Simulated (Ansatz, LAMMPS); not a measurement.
**Structural relaxation of amorphous 29SiO2-71Al2O3 (mol %) (124 atoms)**

Aim: bring amorphous 29SiO2-71Al2O3 (mol %) (124 atoms) to a nearby minimum of the energy and see what moves.

Calculated with Ansatz 0.2.0; Kohn-Sham DFT, PBE, PAW (set soft_2), plane waves.

## (1) The starting structure

The cell holds 124 atoms: 8 Si, 40 Al and 76 O. Its edges and angles: a = 11.378 Å, b = 11.378 Å, c = 11.378 Å, α = 90.0°, β = 90.0°, γ = 90.0°. 124 atoms (8 Si, 40 Al, 76 O) placed at random at 2.84 g/cm³, melted at 5000 K for 10 ps at fixed volume with the Morse and Coulomb pair potential with partial charges (Pedone, Malavasi, Menziani, Cormack and Segre, J. Phys. Chem. B 110, 11780 (2006)). Quenched from 5000 K to 300 K at 50 K/ps and fixed volume, held 5 ps, then minimised at fixed cell.

Limits known from the start: The quench rate of 50 K/ps far exceeds what a furnace or splat quench reaches, so expect more defects and frozen-in strain than in a real sample. The starting topology of bonds comes from the classical model. Only the Γ point is sampled, in a cell whose shortest periodic width is 11 Å.

## (2) Making the structure

A classical potential makes the cell, at a small fraction of what the same run would cost in DFT.

This step: classical MD, Morse and Coulomb pair potential with partial charges (Pedone, Malavasi, Menziani, Cormack and Segre, J. Phys. Chem. B 110, 11780 (2006)) (LAMMPS 22 Jul 2025 - Update 4).

Input file in.lmp:

```
# melt-quench of Si8Al40O76
units metal
atom_style charge
boundary p p p
region box block 0 11.3782 0 11.3782 0 11.3782
create_box 3 box
mass 1 28.0850   # Si
mass 2 26.9815   # Al
mass 3 15.9990   # O
create_atoms 1 random 8 41489 NULL overlap 1.5 maxtry 2000
create_atoms 2 random 40 41496 NULL overlap 1.5 maxtry 2000
create_atoms 3 random 76 41503 NULL overlap 1.5 maxtry 2000
pair_style hybrid/overlay pedone 5.5 coul/long 8.0
pair_coeff * * coul/long
pair_coeff 1 3 pedone 0.340554 2.006700 2.100000 1   # Si-O
pair_coeff 2 3 pedone 0.361581 1.900442 2.164818 0.9   # Al-O
pair_coeff 3 3 pedone 0.042395 1.379316 3.618701 22   # O-O
set type 1 charge 2.4
set type 2 charge 1.8
set type 3 charge -1.2
kspace_style pppm 1.0e-4
neigh_modify delay 0 every 1 check yes
thermo_style custom step time temp pe press density
thermo_modify norm yes
timestep 0.002
thermo 100
min_style cg
minimize 1e-4 1e-4 200 2000
reset_timestep 0
velocity all create 5000 41490 mom yes dist gaussian
fix lim all nve/limit 0.05
fix lan all langevin 5000 5000 0.2 41491 zero yes
thermo 500
run 1000 post no
# [... 10 lines left out ...]
thermo 1250
fix md all nvt temp 300 300 0.2
run 2500 post no
unfix md
thermo 100
min_style cg
minimize 0 1e-3 2000 20000
write_dump all custom glass.dump id type xs ys zs modify sort id
```

The run is started by

```bash
$ lmp -in in.lmp -log none -nocite
```

Numbers of over 12 decimals in the logs are rounded to 6 here.

Output:

```text
LAMMPS (22 Jul 2025 - Update 4)
Created orthogonal box = (0 0 0) to (11.3782 11.3782 11.3782)
Created 8 atoms
Created 40 atoms
Created 76 atoms
PPPM initialization ...
  G vector (1/distance) = 0.37831761
  grid = 12 12 12
  estimated relative force accuracy = 6.9798723e-05
   Step          Time           Temp          PotEng         Press         Density
         0   0              0             -2.7319839      609945.47      2.8405698
        88   0.176          0             -14.233842     -28742.369      2.8405698
Loop time of 0.0697876 s on 1 MPI rank(s) for 88 steps with 124 atoms
Minimization stats:
  Stopping criterion = energy tolerance
[... 36 lines left out ...]
     55000   110            295.29013     -14.28732      -63789.843      2.8405698
     55500   111            297.15865     -14.288801     -68741.305      2.8405698
Loop time of 1.07713 s on 1 MPI rank(s) for 2500 steps with 124 atoms
   Step          Time           Temp          PotEng         Press         Density
     55500   111            297.15865     -14.288801     -68741.305      2.8405698
     55519   111.038        297.15865     -14.326418     -70957.202      2.8405698
Loop time of 0.0377851 s on 1 MPI rank(s) for 19 steps with 124 atoms
Minimization stats:
  Stopping criterion = linesearch alpha is zero
  Energy initial, next-to-last, final =
     -14.2888009579955  -14.3264179716557  -14.3264179716557
  Force two-norm initial, final = 12.586069 0.36109206
  Iterations, force evaluations = 19 69
```

It took 27 s on 1 thread of Arm Neoverse V2, shared host; peak memory 0.073 GiB.

## (3) Single point at the start

A single point comes first, to see the forces before anything moves.

Input file input.yaml:

```yaml
crystal:
  lattice:
    - [11.3782, 0.0, 0.0]
    - [0.0, 11.3782, 0.0]
    - [0.0, 0.0, 11.3782]
  atoms:
    - { symbol: Si, position: [0.34053, 0.97259, 0.84442] }
    - { symbol: Si, position: [0.92541, 0.30438, 0.17762] }
    - { symbol: Si, position: [0.89913, 0.23286, 0.73818] }
    - { symbol: Si, position: [0.05313, 0.84623, 0.50983] }
    - { symbol: Si, position: [0.34028, 0.19956, 0.4299] }
    - { symbol: Si, position: [0.97123, 0.57813, 0.14323] }
    - { symbol: Si, position: [0.28367, 0.59471, 0.86974] }
    - { symbol: Si, position: [0.27076, 0.15625, 0.16418] }
    - { symbol: Al, position: [0.87348, 0.39448, 0.95098] }
    - { symbol: Al, position: [0.54958, 0.34788, 0.68684] }
    - { symbol: Al, position: [0.86352, 0.98046, 0.18882] }
    - { symbol: Al, position: [0.60869, 0.3094, 0.9523] }
    - { symbol: Al, position: [0.8572, 0.97896, 0.63013] }
    - { symbol: Al, position: [0.67055, 0.79488, 0.55005] }
    - { symbol: Al, position: [0.95662, 0.81917, 0.01138] }
    - { symbol: Al, position: [0.6596, 0.12385, 0.7355] }
    - { symbol: Al, position: [0.92003, 0.11976, 0.97279] }
    - { symbol: Al, position: [0.23063, 0.53372, 0.25839] }
    - { symbol: Al, position: [0.65201, 0.79719, 0.02617] }
    - { symbol: Al, position: [0.4408, 0.94882, 0.12094] }
    - { symbol: Al, position: [0.66389, 0.05316, 0.00819] }
    - { symbol: Al, position: [0.59928, 0.56258, 0.60598] }
    - { symbol: Al, position: [0.34742, 0.77284, 0.26273] }
    - { symbol: Al, position: [0.01358, 0.63015, 0.86495] }
    - { symbol: Al, position: [0.71742, 0.97108, 0.37685] }
    - { symbol: Al, position: [0.06631, 0.91094, 0.81745] }
    - { symbol: Al, position: [0.88786, 0.14797, 0.41716] }
    - { symbol: Al, position: [0.11067, 0.92912, 0.23563] }
    - { symbol: Al, position: [0.23442, 0.80753, 0.03413] }
    - { symbol: Al, position: [0.75747, 0.72182, 0.27213] }
    - { symbol: Al, position: [0.36072, 0.66289, 0.49084] }
    - { symbol: Al, position: [0.87568, 0.62044, 0.49413] }
    [... 86 atom lines left out ...]
    - { symbol: O, position: [0.09869, 0.57126, 0.1915] }
    - { symbol: O, position: [0.58443, 0.49325, 0.74742] }
    - { symbol: O, position: [0.87914, 0.63583, 0.23158] }
    - { symbol: O, position: [0.36549, 0.1113, 0.84909] }
    - { symbol: O, position: [0.42815, 0.90988, 0.27578] }
    - { symbol: O, position: [0.1712, 0.05537, 0.17394] }
kpoints:
  mp_grid: { grid: [1, 1, 1] }
hamiltonian:
  xc: pbe
scf:
  occupations: { method: fermi_dirac, width: 0.025 }
output:
  forces: true
```

The run is started by

```bash
$ ansatz run input.yaml --threads 4 --pin off --max-ram 8192MiB --backend cpu --events-out ev --progress --plain --runs-dir out
```

Output:

```text
Engine: ansatz 0.2.0, aarch64-unknown-linux-gnu
Pseudopotentials: kind: paw
Pseudopotential: Si, paw, valence charge 4, recommended cutoff 420 eV (normal), Si.paw.azcp
Pseudopotential: Al, paw, valence charge 3, recommended cutoff 420 eV (normal), Al.paw.azcp
Pseudopotential: O, paw, valence charge 6, recommended cutoff 420 eV (normal), O.paw.azcp
[... 5 lines on functional and potentials left out ...]
Crystal: 124 atoms, lattice volume = 1473.061 Å³
Basis set: ecut = 420 eV, 28671 PW (Γ), exchange–correlation on 160×160×160 points (8 copies of the dense FFT grid, shifted against one another)
Bands: 428, of which v1, the nominal top of the filled ones, is band 304 counted from 1 (303 counted from 0)
Symmetry: 1 space group operations
Space group: P1 (ITA 1), of the structure as read, at distance tolerance 1.1e-4 Å
k-points: 1
[... 7 lines on functional and potentials left out ...]
Initial density: superposition of atomic densities (neutral atoms: chi_scale 0, normalization atom), corrected by the library's trained network
Initial wavefunctions: pseudopotential atomic-orbital guess
Functional: x = pbe(κ = 0.804, μ = 0.219515), c = pbe(β = 0.066725)
SCF iter   1: F=—  HF=-69863.530330 eV  |F-HF|=—  |Δ(HF+E_count)|=         —  Δρ=2.52e-3  dr2=1.76e-1  ethr=1.77e-3  ⟨swp⟩=6.0  Hψ=1922  notcnv=0  defer=53
preconditioner: auto → Resta (q_TF=auto, 2.354 Å⁻¹)  ε∞=3.4  [insulator: Δε(μ)=3.130 eV  Ē_g=15.558 eV  σ=0.025 eV  W_gap=1.00  n_scr=340 (ndim 8)  ℏωp=23.9 eV  f_vac=0.076  D(μ)=0.00/eV (n_scr^D=0)  ε∞_Penn≈3.4]
SCF iter   2: F=—  HF=-69863.507422 eV  |F-HF|=—  |Δ(HF+E_count)|=   2.29e-2  Δρ=1.42e-3  dr2=4.46e-2  ethr=2.90e-5  ⟨swp⟩=2.0  Hψ=737  notcnv=0  defer=116
SCF iter   3: F=—  HF=-69863.506486 eV  |F-HF|=—  |Δ(HF+E_count)|=   9.36e-4  Δρ=6.88e-4  dr2=1.17e-2  ethr=7.34e-6  ⟨swp⟩=2.0  Hψ=556  notcnv=0  defer=41
automatic band count: iteration 3 solves 353 bands in place of 428: the levels show a gap, and the empty bands left out lie too high to hold charge; the band table lists the bands solved (type scf.n_extra_bands for more)
SCF iter   4: F=—  HF=-69863.505090 eV  |F-HF|=—  |Δ(HF+E_count)|=   1.40e-3  Δρ=2.18e-4  dr2=8.68e-4  ethr=1.92e-6  ⟨swp⟩=2.0  Hψ=555  notcnv=0  defer=41
SCF iter   5: F=—  HF=-69863.505220 eV  |F-HF|=—  |Δ(HF+E_count)|=   1.29e-4  Δρ=1.53e-4  dr2=2.84e-4  ethr=1.43e-7  ⟨swp⟩=2.0  Hψ=578  notcnv=0  defer=41
SCF iter   6: F=—  HF=-69863.505191 eV  |F-HF|=—  |Δ(HF+E_count)|=   2.85e-5  Δρ=4.40e-5  dr2=3.02e-5  ethr=4.67e-8  ⟨swp⟩=3.0  Hψ=579  notcnv=0  defer=41
SCF iter   7: F=—  HF=-69863.504759 eV  |F-HF|=—  |Δ(HF+E_count)|=   4.32e-4  Δρ=1.53e-5  dr2=4.05e-6  ethr=4.96e-9  ⟨swp⟩=2.0  Hψ=657  notcnv=0  defer=41
SCF iter   8: F=—  HF=-69863.504762 eV  |F-HF|=—  |Δ(HF+E_count)|=   3.38e-6  Δρ=1.19e-5  dr2=1.64e-6  ethr=6.65e-10  ⟨swp⟩=2.0  Hψ=613  notcnv=0  defer=41
SCF iter   9: F=—  HF=-69863.504762 eV  |F-HF|=—  |Δ(HF+E_count)|=   1.16e-7  Δρ=2.95e-6  dr2=1.22e-7  ethr=2.71e-10  ⟨swp⟩=2.0  Hψ=615  notcnv=0  defer=41
SCF iter  10: F=-69863.504762 eV  HF=-69863.504762 eV  |F-HF|=1.16e-8  |Δ(HF+E_count)|=   5.86e-8  Δρ=9.71e-7  dr2=1.65e-8  ethr=1.64e-11  ⟨swp⟩=4.0  Hψ=1139  notcnv=0
SCF 1 converged in 10 iterations: F = -69863.504762 eV  dr2 = 1.65e-8
  greatest PAW one-centre occupation: 0.867 electrons in one spin orbital (limit 2), on the O atom at site 52 (counted from 0), in its partial waves of l = 0
SCF converged after 10 iterations
Free energy (F): -69863.504762 eV
Harris-Foulkes:  -69863.504762 eV  (|F-HF|=1.16e-8)
Internal energy: -69863.504762 eV  (E = F + TS)
E sigma→0 (E₀):  -69863.504762 eV
Fermi energy:    6.221038 eV
--- Per-component energies (eV) ---
  E_band       = -1607.761717
  E_kinetic    = 14936.358062
  E_local      = -36438.934484  (includes V_loc(G=0)·N_el)
  E_nonlocal   = 4234.590992
  E_hartree    = 13703.651829
  E_xc         = -7719.481574
  E_vxc        = -8793.594462  (∫ρ·V_xc dr)
  E_paw        = -34875.862995  (= ΣΔE_a)
  E_vpaw       = -2953.681732  (= ΣTr[D̂ρ^β])
  E_aug_tail   = 0.192990  (compensation charges beyond the density's cutoff)
  E_ewald      = -23704.019583
  E_smearing   = -0.000000  (= −TS)
  E_closure    = -0.000000  (closes the sum)
  Σ components = -69863.504762   (vs F -69863.504762, Δ=0.00e0)
--- Forces (eV/Å), atoms counted from 1 ---
  atom   1  Si    -0.55615620    -0.70907128     1.15586652
  atom   2  Si    -1.49880145     0.79034877    -0.55382956
  atom   3  Si    -0.51323101     0.40390643    -0.87000502
  atom   4  Si    -1.30646353    -0.86646461    -0.55654201
  atom   5  Si    -0.72232660     0.25372259    -0.52190909
  atom   6  Si    -0.47846545    -0.24842529    -0.19990111
  atom   7  Si     0.03390761     1.06092590     0.44987431
  atom   8  Si     0.96166699    -1.38616288     0.55863516
  atom   9  Al     0.26159640    -0.18977217     0.42142649
  atom  10  Al     0.50533764    -0.49703362     0.52653147
  atom  11  Al    -0.20685659     0.16901944     0.47873546
  atom  12  Al     0.45708289    -0.24138626    -0.45970855
  atom  13  Al    -0.06585657    -0.06452529    -0.57449767
  atom  14  Al     0.94273720     0.22697093    -0.23711286
[...]
atom 123  O      0.15600940     0.16758755     0.16423541
  atom 124  O     -1.01899984     0.05227743    -0.11479714
  max |Σ_I F_I| component: 2.10e-4 eV/Å
```

The job ended after 15 s (4 threads of Arm Neoverse V2, shared host; peak memory 2 GiB; 56 s of CPU time).

Reading the cycles: dr2 is the Hartree energy of the density residual (eV), the measure of convergence; HF is the Harris–Foulkes estimate of the energy, which meets the free energy F at convergence.

Read from the output:

* free energy: -69863.5048 eV
* free energy per atom: -563.4154 eV/atom
* SCF cycles: 10
* r.m.s. force component: 0.5273 eV/Å
* longest force: 2.066 eV/Å
* Fermi energy: 6.221 eV

The r.m.s. force component of 0.53 eV/Å sets the starting point.

Neighbours are counted within 2.38 Å (O-Al), 2.16 Å (O-Si).

Length of the force by element and coordination:

```
element  coordination  atoms  mean length of the force (eV/Å)  spread   least   most
     Al           all     40                            0.643   0.273  0.0581   1.30
     Al             3      1                            0.492       0   0.492  0.492
     Al             4     29                            0.696    0.27   0.217   1.30
     Al             5     10                            0.503   0.238  0.0581  0.889
      O           all     76                            0.852   0.426  0.0853   2.07
      O             2     31                             1.07   0.466  0.0853   2.07
      O             3     41                            0.700   0.327   0.213   1.57
      O             4      4                            0.741   0.251   0.407   1.04
     Si           all      8                             1.30   0.411   0.575   1.78
```

(Continued in part 2 of 4.)

[Logs are printed without paths, hosts, clocks, repeated set-up lines and the standing remarks that a program may print on its own settings, such as how far it seeks lower states.]

[Hosts, paths, dates, database ids (printed as entryN), source tags and the programs' standing remarks are cut or masked in the printed files.]
